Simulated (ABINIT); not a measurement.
## CsH (Fm-3m): G0W0 in ABINIT against the k mesh

Aim: move the k mesh of a G0W0 run on CsH (Fm-3m) over a wide range.

Calculated with ABINIT 10.8.3; LDA and many-body steps on it, plane waves.

This is a report of a sequence of runs, with most program output left out.

The database entry behind the starting cell differs from later determinations by our own check (0.1 to 0.3 % short, probably kX units), so it need not match the best structure at ambient conditions.

## Step 1: Starting point

The structure is cubic, space group Fm-3m (No. 225). Conventional cell: a = 6.376 Å, b = 6.376 Å, c = 6.376 Å, α = 90.00°, β = 90.00°, γ = 90.00°. Cs has 6 H at 3.19 Å nearest. Nearest to H lie 6 Cs at 3.19 Å. Farther neighbours are not listed.

As a file:

```cif
data_structure
_symmetry_space_group_name_H-M 'Fm-3m'
_symmetry_Int_Tables_number 225
_cell_length_a 6.3760
_cell_length_b 6.3760
_cell_length_c 6.3760
_cell_angle_alpha 90.000
_cell_angle_beta 90.000
_cell_angle_gamma 90.000
_cell_volume 259.21
loop_
_atom_site_label
_atom_site_type_symbol
_atom_site_symmetry_multiplicity
_atom_site_Wyckoff_symbol
_atom_site_fract_x
_atom_site_fract_y
_atom_site_fract_z
_atom_site_occupancy
Cs1 Cs 4 a 0.00000 0.00000 0.00000 1
H1 H 4 b 0.50000 0.00000 0.00000 1
```

The cell and positions come from the Crystallography Open Database and are kept as given unless a step says otherwise. Spin-orbit coupling is left out unless a step names it.

## Step 2: Empty states on the mesh, 4×4×4 mesh, 118 bands

This step: ABINIT 10.8.3; DFT, LDA, plane waves, norm-conserving pseudopotentials.

The sums over transitions need many empty states on a uniform mesh; this step solves for them.

run.abi

```
acell 3*1.0 Angstrom
rprim 
  -0.000000000000 3.188000000000 3.188000000000
  3.188000000000 -0.000000000000 3.188000000000
  3.188000000000 3.188000000000 -0.000000000000
ntypat 2
znucl 55 1
natom 2
typat 1 2
xred 
  0.000000000000 0.000000000000 0.000000000000
  0.500000000000 0.500000000000 0.500000000000
pp_dirpath "pseudos"
pseudos "Cs.upf, H.upf"
ecut 31
ngkpt 4 4 4
nshiftk 1
shiftk 0 0 0
kptopt 1
chksymbreak 0
irdden 1
istwfk *1
nband 118
prtvol 0
optdriver 6
gwr_task "HDIAGO"
paral_kgb 0
occopt 1
indata_prefix "in"
outdata_prefix "out"
tmpdata_prefix "tmp"
```

Run with:

```bash
> OMP_NUM_THREADS=1 mpirun -n 4 abinit run.abi > log
```

Run time: 68 s. Hardware: 4 MPI ranks of Arm Neoverse V2, shared host; peak memory 3 GiB.

Numbers from this step:

* gap: 1.956 eV
* k of the valence top: 0.5, 0, 0
* k of the conduction bottom: 0.5, 0, 0
* least direct gap: 1.956 eV
* k points computed: 8
* lowest point of the top converged band, above the valence top: 68.0336 eV

On this mesh the gap is 1.956 eV.

The density comes from a self-consistent run that is not shown.

## Step 3: Empty states on the mesh, 2×2×2 mesh, 35 bands

run.abi, as its differences from that of step 2:

```diff
@@ -15,3 +15,3 @@
 ecut 31
-ngkpt 4 4 4
+ngkpt 2 2 2
 nshiftk 1
@@ -20,10 +20,10 @@
 chksymbreak 0
+iscf -2
 irdden 1
 istwfk *1
-nband 118
+nband 35
+nbdbuf 4
+tolwfr 1e-09
+nstep 60
 prtvol 0
-optdriver 6
-gwr_task "HDIAGO"
-paral_kgb 0
-occopt 1
 indata_prefix "in"
```

It took 4.3 s on 4 MPI ranks; peak memory 0.26 GiB.

Numbers from this step:

```yaml
gap: 1.956 eV
k_of_the_valence_top: 0.5, 0, 0
k_of_the_conduction_bottom: 0.5, 0, 0
least_direct_gap: 1.956 eV
k_points_computed: 3
lowest_point_of_the_top_converged_band_above_the_valence_top: 22.04 eV
```

On this mesh the gap is 1.956 eV.

## Step 4: Empty states on the mesh, 6×6×6 mesh, 35 bands

run.abi, as its differences from that of step 3:

```diff
@@ -15,3 +15,3 @@
 ecut 31
-ngkpt 2 2 2
+ngkpt 6 6 6
 nshiftk 1
```

Elapsed: 12 s, on 4 MPI ranks; peak memory 0.29 GiB; 48 s of CPU time.

This step gave:

| Property | Result |
| --- | --- |
| gap | 1.956 eV |
| k of the valence top | 0.5, 0, 0 |
| k of the conduction bottom | 0.5, 0, 0 |
| least direct gap | 1.956 eV |
| k points computed | 16 |
| lowest point of the top converged band, above the valence top | 22.04 eV |

On this mesh the gap is 1.956 eV.

## Step 5: Screening, 2×2×2 mesh, 31 bands, screening to 106.1 eV

The RPA dielectric matrix is built and inverted for each q.

This step: RPA screening on LDA, plane waves, norm-conserving pseudopotentials.

run.abi, as its differences from that of step 4:

```diff
@@ -15,3 +15,3 @@
 ecut 31
-ngkpt 6 6 6
+ngkpt 2 2 2
 nshiftk 1
@@ -20,10 +20,11 @@
 chksymbreak 0
-iscf -2
-irdden 1
 istwfk *1
-nband 35
-nbdbuf 4
-tolwfr 1e-09
-nstep 60
-prtvol 0
+occopt 1
+irdwfk 1
+optdriver 3
+nband 31
+ecuteps 3.9
+inclvkb 2
+awtr 1
+symchi 1
 indata_prefix "in"
```

Elapsed: 2.2 s, on 4 MPI ranks; peak memory 0.11 GiB; 8.3 s of CPU time.

This step gave:

```
ε∞ with local fields, on this mesh, along the program's q direction : 5.824
the same without local fields                                       : 6.728
plasma frequency                                                    : 14.59 eV
plane waves in the screening matrix                                 : 169
```

Local fields lower ε∞ by 13 %. On a Γ-centred mesh this coarse the value itself is usually too large, while a short band sum pulls it down.

## Step 6: 2×2×2

This step: G0W0 on LDA, plane waves, norm-conserving pseudopotentials.

run.abi, as its differences from that of step 5:

```diff
@@ -23,8 +23,17 @@
 irdwfk 1
-optdriver 3
+optdriver 4
 nband 31
+gwcalctyp 0
+ecutsigx 31
+symsigma 1
+nkptgw 2
+kptgw 
+  0.5000000000 0.0000000000 0.0000000000
+  0.0000000000 0.0000000000 0.0000000000
+bdgw 
+  3 8
+  2 8
 ecuteps 3.9
-inclvkb 2
-awtr 1
-symchi 1
+irdscr 1
+ppmodel 1
 indata_prefix "in"
```

Run time: 2.6 s. Hardware: 4 MPI ranks; peak memory 0.15 GiB.

This step gave:

```yaml
g0w0_gap_on_the_points_computed: 3.401 eV
starting_gap_on_the_mesh: 1.956 eV
k_of_the_valence_top: 0.5, 0, 0
k_of_the_conduction_bottom: 0.5, 0, 0
z_at_the_valence_top: 0.766
z_at_the_conduction_bottom: 0.813
least_direct_g0w0_gap_on_the_computed_points: 3.401 eV
```

## Step 7: Screening, 4×4×4 mesh, 31 bands, screening to 106.1 eV

This step: RPA screening on LDA, plane waves, norm-conserving pseudopotentials.

run.abi, as its differences from that of step 6:

```diff
@@ -15,3 +15,3 @@
 ecut 31
-ngkpt 2 2 2
+ngkpt 4 4 4
 nshiftk 1
@@ -23,17 +23,8 @@
 irdwfk 1
-optdriver 4
+optdriver 3
 nband 31
-gwcalctyp 0
-ecutsigx 31
-symsigma 1
-nkptgw 2
-kptgw 
-  0.5000000000 0.0000000000 0.0000000000
-  0.0000000000 0.0000000000 0.0000000000
-bdgw 
-  3 8
-  2 8
 ecuteps 3.9
-irdscr 1
-ppmodel 1
+inclvkb 2
+awtr 1
+symchi 1
 indata_prefix "in"
```

Elapsed: 4.8 s, on 4 MPI ranks; peak memory 0.56 GiB; 19 s of CPU time.

This step gave:

```yaml
eps_infinity_with_local_fields_on_this_mesh_along_the_program_s_q_direction: 3.236
the_same_without_local_fields: 3.753
plasma_frequency: 14.59 eV
plane_waves_in_the_screening_matrix: 169
```

## Step 8: 4×4×4

The self-energy is evaluated for the states that the input lists, and the levels follow from it, in one-shot runs by the linearised quasiparticle equation.

This step: G0W0 on LDA, plane waves, norm-conserving pseudopotentials.

run.abi, as its differences from that of step 7:

```diff
@@ -23,8 +23,17 @@
 irdwfk 1
-optdriver 3
+optdriver 4
 nband 31
+gwcalctyp 0
+ecutsigx 31
+symsigma 1
+nkptgw 2
+kptgw 
+  0.5000000000 0.0000000000 0.0000000000
+  0.0000000000 0.0000000000 0.0000000000
+bdgw 
+  3 8
+  2 8
 ecuteps 3.9
-inclvkb 2
-awtr 1
-symchi 1
+irdscr 1
+ppmodel 1
 indata_prefix "in"
```

Wall time 3.9 s (4 MPI ranks); peak memory 0.54 GiB.

Numbers from this step:

```yaml
g0w0_gap_on_the_points_computed: 3.955 eV
starting_gap_on_the_mesh: 1.956 eV
k_of_the_valence_top: 0.5, 0, 0
k_of_the_conduction_bottom: 0.5, 0, 0
z_at_the_valence_top: 0.778
z_at_the_conduction_bottom: 0.835
least_direct_g0w0_gap_on_the_computed_points: 3.955 eV
```

The gap on the mesh goes from 1.96 eV to 3.96 eV, a correction of +2.00 eV.

## Step 9: Screening, 6×6×6 mesh, 31 bands, screening to 106.1 eV

This step: RPA screening on LDA, plane waves, norm-conserving pseudopotentials.

run.abi, as its differences from that of step 8:

```diff
@@ -15,3 +15,3 @@
 ecut 31
-ngkpt 4 4 4
+ngkpt 6 6 6
 nshiftk 1
@@ -23,17 +23,8 @@
 irdwfk 1
-optdriver 4
+optdriver 3
 nband 31
-gwcalctyp 0
-ecutsigx 31
-symsigma 1
-nkptgw 2
-kptgw 
-  0.5000000000 0.0000000000 0.0000000000
-  0.0000000000 0.0000000000 0.0000000000
-bdgw 
-  3 8
-  2 8
 ecuteps 3.9
-irdscr 1
-ppmodel 1
+inclvkb 2
+awtr 1
+symchi 1
 indata_prefix "in"
```

Wall time 20 s (4 MPI ranks); peak memory 0.81 GiB.

This step gave:

| Item | Value |
| --- | --- |
| ε∞ with local fields, on this mesh, along the program's q direction | 3.063 |
| the same without local fields | 3.570 |
| plasma frequency | 14.59 eV |
| plane waves in the screening matrix | 169 |

## Step 10: 6×6×6

This step: G0W0 on LDA, plane waves, norm-conserving pseudopotentials.

run.abi, as its differences from that of step 9:

```diff
@@ -23,8 +23,17 @@
 irdwfk 1
-optdriver 3
+optdriver 4
 nband 31
+gwcalctyp 0
+ecutsigx 31
+symsigma 1
+nkptgw 2
+kptgw 
+  0.5000000000 0.0000000000 0.0000000000
+  0.0000000000 0.0000000000 0.0000000000
+bdgw 
+  3 8
+  2 8
 ecuteps 3.9
-inclvkb 2
-awtr 1
-symchi 1
+irdscr 1
+ppmodel 1
 indata_prefix "in"
```

Run time: 6.1 s. Hardware: 4 MPI ranks; peak memory 0.72 GiB; 24 s of CPU time.

This step gave:

* G0W0 gap on the points computed: 3.99 eV
* starting gap on the mesh: 1.956 eV
* k of the valence top: 0.5, 0, 0
* k of the conduction bottom: 0.5, 0, 0
* least direct G0W0 gap on the computed points: 3.99 eV

Against the run before, the gap moves by +0.035 eV.

## Step 11: The runs together

Times are wall times on 4 MPI ranks of Arm Neoverse V2, shared host, good to a factor of about two. A run's time includes the screening step that it read.

| run | mesh | bands | screening cutoff (eV) | DFT gap (eV) | gap on the mesh (eV) | direct (eV) | ε∞ used | time |
| --- | --- | --- | --- | --- | --- | --- | --- | --- |
| 2×2×2 | 2×2×2 | 31 | 106.1 | 1.956 | 3.401 | 3.401 | 5.82 | 4.8 s |
| 4×4×4 | 4×4×4 | 31 | 106.1 | 1.956 | 3.955 | 3.955 | 3.24 | 8.6 s |
| 6×6×6 | 6×6×6 | 31 | 106.1 | 1.956 | 3.990 | 3.990 | 3.06 | 27 s |

## Step 12: What came out

| Item | Value |
| --- | --- |
| 2×2×2 | 3.401 eV |
| 4×4×4 | 3.955 eV |
| 6×6×6 | 3.990 eV |
| known limits | not at the basis limit; no spin-orbit coupling; coarse k mesh |

The setting moved: k mesh. From 2×2×2 to 6×6×6 the gap moves by +0.59 eV, for 5.6 times the time. The last step still moves it by +0.035 eV. Bands and screening cutoff are coupled, so a series along one setting does not show full convergence. Bands and cutoff are finite, so the gap is not at the basis limit. The miss can reach some tenths of an eV and take either sign; the mesh is an error of its own. In the first G0W0 run levels were corrected at 2 k points alone, so a gap called «on the mesh» is the least over those, and an edge elsewhere would be missed. The 2×2×2 mesh is coarse for this cell, which bears on the long-range parts of exchange and screening. The many-body steps are scalar-relativistic: spin-orbit coupling is not in them.

[Paths, hosts, dates, memory and timing lines, banners, echoed tables and standing remarks are left out of the program output.]

[Logs are printed without paths, hosts, clocks, repeated set-up lines and the standing remarks that a program may print on its own settings, such as how far it seeks lower states.]

[Runs of the session that timed out or met a known fault of the program may be left out.]

[No measured gap is set beside runs whose start may be inverted or whose files or cutoffs have a known fault.]

[Hosts, paths, dates, database ids (printed as entryN), source tags and the programs' standing remarks are cut or masked in the printed files.]

[G0W0 gaps are taken among the corrected bands and points alone; a level outside them can change the order at an edge.]

[Where Ansatz stands beside ABINIT at settings called matched, ABINIT's density can come from a denser mesh and the files from another edition; pairs whose starting gaps differed by over 0.03 eV were left out, so agreement reads better than it is.]
